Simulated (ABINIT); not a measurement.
# Completion of the band sum in GW: CdS (Greenockite)

Wanted: gap and time of CdS (Greenockite) with truncated and completed band sums.

Main program and level: ABINIT 10.8.3; PBE and many-body steps on it, plane waves.

The raw output is cut from this account; settings, times and results stay.

The database entry behind the starting cell differs from other determinations, so it need not match the best structure at room temperature.

## Step 1: Starting point

The structure is hexagonal, space group P6_3mc (No. 186). Conventional cell: a = 4.137 Å, b = 4.137 Å, c = 6.714 Å, α = 90.00°, β = 90.00°, γ = 120.00°. Nearest to Cd lie 4 S at 2.52 to 2.53 Å. S has 4 Cd at 2.52 to 2.53 Å nearest. Farther neighbours, and contacts between anions beyond the nearest, are not listed.

The cell and positions come from the Crystallography Open Database and are kept as given unless a step says otherwise.

## Step 2: Empty states on the mesh, 3×3×2 mesh, 180 bands

This step: ABINIT 10.8.3; DFT, PBE, plane waves, norm-conserving pseudopotentials.

The sums over transitions need many empty states on a uniform mesh; this step solves for them.

run.abi reads:

```
acell 3*1.0 Angstrom
rprim 
  4.137000000025 -0.000000000006 0.000000000000
  -2.068500000008 3.582747095481 0.000000000000
  0.000000000000 0.000000000000 6.714400000000
ntypat 2
znucl 48 16
natom 4
typat 1 1 2 2
xred 
  0.666666666667 0.333333333333 0.000000000000
  0.333333333333 0.666666666667 0.500000000000
  0.666666666667 0.333333333333 0.375000000000
  0.333333333333 0.666666666667 0.875000000000
pp_dirpath "pseudos"
pseudos "Cd.upf, S.upf"
ecut 47
ngkpt 3 3 2
nshiftk 1
shiftk 0 0 0
kptopt 1
chksymbreak 0
iscf -2
irdden 1
istwfk *1
nband 180
nbdbuf 16
tolwfr 1e-09
nstep 60
prtvol 0
indata_prefix "in"
outdata_prefix "out"
tmpdata_prefix "tmp"
```

Started as:

```bash
$ OMP_NUM_THREADS=1 mpirun -n 6 abinit run.abi > log
```

Wall time 86 s (6 MPI ranks of Arm Neoverse V2, shared host); peak memory 0.79 GiB.

Read from the output:

| Item | Value |
| --- | --- |
| gap | 1.198 eV |
| k of the valence top | 0, 0, 0 |
| k of the conduction bottom | 0, 0, 0 |
| least direct gap | 1.198 eV |
| k points computed | 6 |
| lowest point of the top converged band, above the valence top | 65.1359 eV |

On this mesh the gap is 1.198 eV.

The density comes from a self-consistent run that is not shown.

## Step 3: Screening, 3×3×2 mesh, 164 bands, screening to 152.4 eV

The RPA dielectric matrix is built and inverted for each q.

This step: RPA screening on PBE, plane waves, norm-conserving pseudopotentials.

run.abi: that of step 2 with these lines changed.

```diff
@@ -22,10 +22,11 @@
 chksymbreak 0
-iscf -2
-irdden 1
 istwfk *1
-nband 180
-nbdbuf 16
-tolwfr 1e-09
-nstep 60
-prtvol 0
+occopt 1
+irdwfk 1
+optdriver 3
+nband 164
+ecuteps 5.6
+inclvkb 2
+awtr 1
+symchi 1
 indata_prefix "in"
```

Started as:

```bash
$ OMP_NUM_THREADS=1 mpirun -n 8 abinit run.abi > log
```

Elapsed: 42 s, on 8 MPI ranks; peak memory 2.8 GiB; 5.6 min of CPU time.

This step gave:

- ε∞ with local fields, on this mesh: 13.58
- ε∞ without local fields, on this mesh: 14.38
- plasma frequency: 26.84 eV
- plane waves in the screening matrix: 403

Local fields lower ε∞ by 6 %. On a Γ-centred mesh this coarse the value itself is usually too large, while a short band sum pulls it down.

## Step 4: 164 bands

The self-energy is evaluated for the states that the input lists, and the quasiparticle equation is solved.

This step: G0W0 on PBE, plane waves, norm-conserving pseudopotentials.

run.abi: that of step 3 with these lines changed.

```diff
@@ -25,8 +25,15 @@
 irdwfk 1
-optdriver 3
+optdriver 4
 nband 164
+gwcalctyp 0
+ecutsigx 47
+symsigma 1
+nkptgw 1
+kptgw 
+  0.0000000000 0.0000000000 0.0000000000
+bdgw 
+  25 28
 ecuteps 5.6
-inclvkb 2
-awtr 1
-symchi 1
+irdscr 1
+ppmodel 1
 indata_prefix "in"
```

It took 6.2 s on 8 MPI ranks; peak memory 2.2 GiB; 49 s of CPU time.

Numbers from this step:

```yaml
g0w0_gap_on_the_mesh: 2.034 eV
starting_gap_on_the_mesh: 1.198 eV
k_of_the_valence_top: 0, 0, 0
k_of_the_conduction_bottom: 0, 0, 0
z_at_the_valence_top: 0.78
z_at_the_conduction_bottom: 0.813
least_direct_g0w0_gap_on_the_computed_points: 2.034 eV
```

The gap on the mesh goes from 1.20 eV to 2.03 eV, a correction of +0.84 eV.

## Step 5: Screening, 3×3×2 mesh, 38 bands, screening to 152.4 eV

This step: RPA screening on PBE, plane waves, norm-conserving pseudopotentials.

run.abi: that of step 4 with these lines changed.

```diff
@@ -25,15 +25,8 @@
 irdwfk 1
-optdriver 4
-nband 164
-gwcalctyp 0
-ecutsigx 47
-symsigma 1
-nkptgw 1
-kptgw 
-  0.0000000000 0.0000000000 0.0000000000
-bdgw 
-  25 28
+optdriver 3
+nband 38
 ecuteps 5.6
-irdscr 1
-ppmodel 1
+inclvkb 2
+awtr 1
+symchi 1
 indata_prefix "in"
```

Elapsed: 7.3 s, on 8 MPI ranks; peak memory 1.9 GiB.

Numbers from this step:

| Item | Value |
| --- | --- |
| ε∞ with local fields, on this mesh | 13.26 |
| ε∞ without local fields, on this mesh | 14.11 |
| plasma frequency | 26.84 eV |
| plane waves in the screening matrix | 403 |

## Step 6: 38 bands

This step: G0W0 on PBE, plane waves, norm-conserving pseudopotentials.

run.abi: that of step 5 with these lines changed.

```diff
@@ -25,8 +25,15 @@
 irdwfk 1
-optdriver 3
+optdriver 4
 nband 38
+gwcalctyp 0
+ecutsigx 47
+symsigma 1
+nkptgw 1
+kptgw 
+  0.0000000000 0.0000000000 0.0000000000
+bdgw 
+  25 28
 ecuteps 5.6
-inclvkb 2
-awtr 1
-symchi 1
+irdscr 1
+ppmodel 1
 indata_prefix "in"
```

It took 3.6 s on 8 MPI ranks; peak memory 1.6 GiB; 28 s of CPU time.

This step gave:

```
G0W0 gap on the mesh                         : 2.268 eV
starting gap on the mesh                     : 1.198 eV
k of the valence top                         : 0, 0, 0
k of the conduction bottom                   : 0, 0, 0
Z at the valence top                         : 0.779
Z at the conduction bottom                   : 0.815
least direct G0W0 gap on the computed points : 2.268 eV
```

Against G0W0 in ABINIT (3×3×2 mesh, 164 bands, screening to 152.4 eV, Godby-Needs plasmon pole), the gap moves by +0.234 eV.

## Step 7: Screening, 3×3×2 mesh, 38 bands, screening to 152.4 eV

This step: RPA screening on PBE, plane waves, norm-conserving pseudopotentials.

run.abi: that of step 6 with these lines changed.

```diff
@@ -25,15 +25,10 @@
 irdwfk 1
-optdriver 4
+optdriver 3
 nband 38
-gwcalctyp 0
-ecutsigx 47
-symsigma 1
-nkptgw 1
-kptgw 
-  0.0000000000 0.0000000000 0.0000000000
-bdgw 
-  25 28
 ecuteps 5.6
-irdscr 1
-ppmodel 1
+inclvkb 2
+awtr 1
+symchi 1
+gwcomp 1
+gwencomp 2
 indata_prefix "in"
```

It took 19 s on 8 MPI ranks; peak memory 2 GiB.

This step gave:

| Item | Value |
| --- | --- |
| ε∞ with local fields, on this mesh | 13.35 |
| ε∞ without local fields, on this mesh | 14.11 |
| plasma frequency | 26.84 eV |
| plane waves in the screening matrix | 403 |

## Step 8: 38 bands, completed

This step: G0W0 on PBE, plane waves, norm-conserving pseudopotentials.

run.abi: that of step 7 with these lines changed.

```diff
@@ -25,8 +25,15 @@
 irdwfk 1
-optdriver 3
+optdriver 4
 nband 38
+gwcalctyp 0
+ecutsigx 47
+symsigma 1
+nkptgw 1
+kptgw 
+  0.0000000000 0.0000000000 0.0000000000
+bdgw 
+  25 28
 ecuteps 5.6
-inclvkb 2
-awtr 1
-symchi 1
+irdscr 1
+ppmodel 1
 gwcomp 1
```

Run time: 3.7 s. Hardware: 8 MPI ranks; peak memory 1.6 GiB; 29 s of CPU time.

Numbers from this step:

| Property | Result |
| --- | --- |
| G0W0 gap on the mesh | 2.221 eV |
| starting gap on the mesh | 1.198 eV |
| k of the valence top | 0, 0, 0 |
| k of the conduction bottom | 0, 0, 0 |
| least direct G0W0 gap on the computed points | 2.221 eV |

Against G0W0 in ABINIT (3×3×2 mesh, 164 bands, screening to 152.4 eV, Godby-Needs plasmon pole), the gap moves by +0.187 eV.

## Step 9: Screening, 3×3×2 mesh, 74 bands, screening to 152.4 eV

This step: RPA screening on PBE, plane waves, norm-conserving pseudopotentials.

run.abi: that of step 8 with these lines changed.

```diff
@@ -25,17 +25,8 @@
 irdwfk 1
-optdriver 4
-nband 38
-gwcalctyp 0
-ecutsigx 47
-symsigma 1
-nkptgw 1
-kptgw 
-  0.0000000000 0.0000000000 0.0000000000
-bdgw 
-  25 28
+optdriver 3
+nband 74
 ecuteps 5.6
-irdscr 1
-ppmodel 1
-gwcomp 1
-gwencomp 2
+inclvkb 2
+awtr 1
+symchi 1
 indata_prefix "in"
```

Run time: 16 s. Hardware: 8 MPI ranks; peak memory 2.1 GiB; 2.1 min of CPU time.

Numbers from this step:

```yaml
eps_infinity_with_local_fields_on_this_mesh: 13.47
eps_infinity_without_local_fields_on_this_mesh: 14.30
plasma_frequency: 26.84 eV
plane_waves_in_the_screening_matrix: 403
```

## Step 10: 74 bands

This step: G0W0 on PBE, plane waves, norm-conserving pseudopotentials.

run.abi: that of step 9 with these lines changed.

```diff
@@ -25,8 +25,15 @@
 irdwfk 1
-optdriver 3
+optdriver 4
 nband 74
+gwcalctyp 0
+ecutsigx 47
+symsigma 1
+nkptgw 1
+kptgw 
+  0.0000000000 0.0000000000 0.0000000000
+bdgw 
+  25 28
 ecuteps 5.6
-inclvkb 2
-awtr 1
-symchi 1
+irdscr 1
+ppmodel 1
 indata_prefix "in"
```

Elapsed: 4.6 s, on 8 MPI ranks; peak memory 1.8 GiB.

This step gave:

```yaml
g0w0_gap_on_the_mesh: 2.084 eV
starting_gap_on_the_mesh: 1.198 eV
k_of_the_valence_top: 0, 0, 0
k_of_the_conduction_bottom: 0, 0, 0
least_direct_g0w0_gap_on_the_computed_points: 2.084 eV
```

Against G0W0 in ABINIT (3×3×2 mesh, 164 bands, screening to 152.4 eV, Godby-Needs plasmon pole), the gap moves by +0.050 eV.

## Step 11: Screening, 3×3×2 mesh, 74 bands, screening to 152.4 eV

This step: RPA screening on PBE, plane waves, norm-conserving pseudopotentials.

run.abi: that of step 10 with these lines changed.

```diff
@@ -25,15 +25,10 @@
 irdwfk 1
-optdriver 4
+optdriver 3
 nband 74
-gwcalctyp 0
-ecutsigx 47
-symsigma 1
-nkptgw 1
-kptgw 
-  0.0000000000 0.0000000000 0.0000000000
-bdgw 
-  25 28
 ecuteps 5.6
-irdscr 1
-ppmodel 1
+inclvkb 2
+awtr 1
+symchi 1
+gwcomp 1
+gwencomp 3
 indata_prefix "in"
```

It took 28 s on 8 MPI ranks; peak memory 2.4 GiB; 3.7 min of CPU time.

This step gave:

| Item | Value |
| --- | --- |
| ε∞ with local fields, on this mesh | 13.49 |
| ε∞ without local fields, on this mesh | 14.30 |
| plasma frequency | 26.84 eV |
| plane waves in the screening matrix | 403 |

## Step 12: 74 bands, completed

This step: G0W0 on PBE, plane waves, norm-conserving pseudopotentials.

run.abi: that of step 11 with these lines changed.

```diff
@@ -25,8 +25,15 @@
 irdwfk 1
-optdriver 3
+optdriver 4
 nband 74
+gwcalctyp 0
+ecutsigx 47
+symsigma 1
+nkptgw 1
+kptgw 
+  0.0000000000 0.0000000000 0.0000000000
+bdgw 
+  25 28
 ecuteps 5.6
-inclvkb 2
-awtr 1
-symchi 1
+irdscr 1
+ppmodel 1
 gwcomp 1
```

Wall time 4.6 s (8 MPI ranks); peak memory 1.8 GiB; 36 s of CPU time.

Numbers from this step:

```
G0W0 gap on the mesh                         : 2.106 eV
starting gap on the mesh                     : 1.198 eV
k of the valence top                         : 0, 0, 0
k of the conduction bottom                   : 0, 0, 0
least direct G0W0 gap on the computed points : 2.106 eV
```

Against G0W0 in ABINIT (3×3×2 mesh, 164 bands, screening to 152.4 eV, Godby-Needs plasmon pole), the gap moves by +0.072 eV.

## Step 13: Side by side

Times are wall times on 8 MPI ranks of Arm Neoverse V2, shared host, good to a factor of about two. A run's time includes the screening step that it read.

```tsv
run	mesh	bands	screening cutoff (eV)	DFT gap (eV)	gap on the mesh (eV)	direct (eV)	ε∞ used	time
164 bands	3×3×2	164	152.4	1.198	2.034	2.034	13.58	48 s
38 bands	3×3×2	38	152.4	1.198	2.268	2.268	13.26	11 s
38 bands, completed	3×3×2	38	152.4	1.198	2.221	2.221	13.35	23 s
74 bands	3×3×2	74	152.4	1.198	2.084	2.084	13.47	20 s
74 bands, completed	3×3×2	74	152.4	1.198	2.106	2.106	13.49	32 s
```

## Step 14: Summary of results

| Item | Value |
| --- | --- |
| 164 bands | 2.034 eV |
| 38 bands | 2.268 eV |
| 38 bands, completed | 2.221 eV |
| 74 bands | 2.084 eV |
| 74 bands, completed | 2.106 eV |

What this shows: 38 bands: +0.234 eV against 164 bands. 38 bands, completed: +0.187 eV against 164 bands. 74 bands: +0.050 eV against 164 bands. 74 bands, completed: +0.072 eV against 164 bands. The row with most bands is itself short of the limit, so it is no exact reference, and agreement of a truncated run with it can be a cancellation between the edges. The 3×3×2 mesh is coarse for this cell, which bears on the long-range parts of exchange and screening. The many-body steps are scalar-relativistic: spin-orbit coupling is not in them.

[Long decimals in the printed logs are rounded to 6 places.]

[Logs are printed without paths, hosts, clocks, repeated set-up lines and the standing remarks that a program may print on its own settings, such as how far it seeks lower states.]

[Paths, hosts, dates, memory and timing lines, banners, echoed tables and standing remarks are left out of the program output; an Ansatz launch command may be rebuilt from the run's recorded settings. Measured values are a selection of at most five: reports struck by readers or far from the other reports are left out. None is set beside runs whose start may be inverted or whose files or cutoffs have a known fault.]

[Runs of the session that timed out or met a known fault of the program may be left out.]

[Hosts, paths, dates, database ids (printed as entryN), source tags and the programs' standing remarks are cut or masked in the printed files.]

[G0W0 gaps are taken among the corrected bands and points alone; a level outside them can change the order at an edge.]

[Where Ansatz stands beside ABINIT at settings called matched, ABINIT's density can come from a denser mesh and the files from another edition; pairs whose starting gaps differed by over 0.03 eV were left out, so agreement reads better than it is.]
